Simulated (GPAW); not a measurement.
MgI2 (P-3m1): refractive index against wavelength

The refractive index of MgI2 (P-3m1) along x below the direct gap (3.66 eV on the mesh) is read from one computed spectrum, n = √(Re ε). x, y and z are the Cartesian axes of the input cell.

Symmetry: P-3m1, No. 164, trigonal system. Conventional cell: a = 4.140 Å, b = 4.140 Å, c = 6.880 Å, α = 90.00°, β = 90.00°, γ = 120.00°. I on site d is surrounded by 3 Mg at 2.94 Å. Mg on site a has 6 I at 2.94 Å as nearest neighbours.

Method: GPAW 26.7.0, PBE, RPA, k-mesh 10×10×5, local fields up to 60 eV, Lorentzian half width 0.15 eV.

Launch of the response step: `OMP_NUM_THREADS=1 python df.py`. The run took 7.4 min, its band step included, on 1 thread of Intel(R) Xeon(R) Platinum 8559C (Emerald Rapids) (shared host).

```tsv
wavelength (nm)	photon energy E (eV)	n
1550	0.800	2.0479
1310	0.946	2.0528
1064	1.165	?
850	1.459	2.0772
700	1.771	2.0986
633	1.959	2.1143
532	2.331	2.1528
```

In the single-oscillator model n² − 1 = E₀E_d/(E₀² − E²), so 1/(n² − 1) = E₀/E_d − E²/(E₀E_d) is linear in E².

Working, on the rows shown:

| x = E² (eV²) | y = 1/(n² − 1) |
| --- | --- |
| 0.639837 | 0.313097 |
| 0.895757 | 0.31114 |
| 2.12762 | 0.301681 |
| 3.13716 | 0.293762 |
| 3.83641 | 0.288162 |
| 5.43137 | 0.275137 |

Means: x̄ = 2.678, ȳ = 0.29716. Σ(x − x̄)(y − ȳ) = -0.1325, Σ(x − x̄)² = 16.77. Slope = -0.1325 / 16.77 = -0.007903; intercept = ȳ − slope · x̄ = 0.31833. Turned back into n, the line misses the rows shown by at most 0.00082.

Question: Predict the last column of the withheld row from the fit.

Answer: At x = 1.3578 the line gives y = 0.3076, that is 2.0618. The run gave 2.0617, so the interpolation is off by 9.9e-05, 0.1 % of the range in the table.

Refitted with all rows, the slope is -0.007905 and the intercept 0.31834. These give E₀ = √(intercept/−slope) = 6.35 eV and E_d = E₀/intercept = 19.9 eV; E₀ is 1.7 times the direct gap. The electronic limit at long wavelengths, without lattice vibrations, is n = √(1 + 1/intercept) = 2.035. The cell comes from an older database entry, whose edges can be off by a per cent or so. Excitons are left out; PBE gaps are as a rule too small. The values come from a sum over the points of one k-mesh and carry its error, which grows as the direct gap shrinks. Spin-orbit coupling is left out.

[Logs are printed without paths, hosts, clocks, repeated set-up lines and the standing remarks that a program may print on its own settings, such as how far it seeks lower states.]
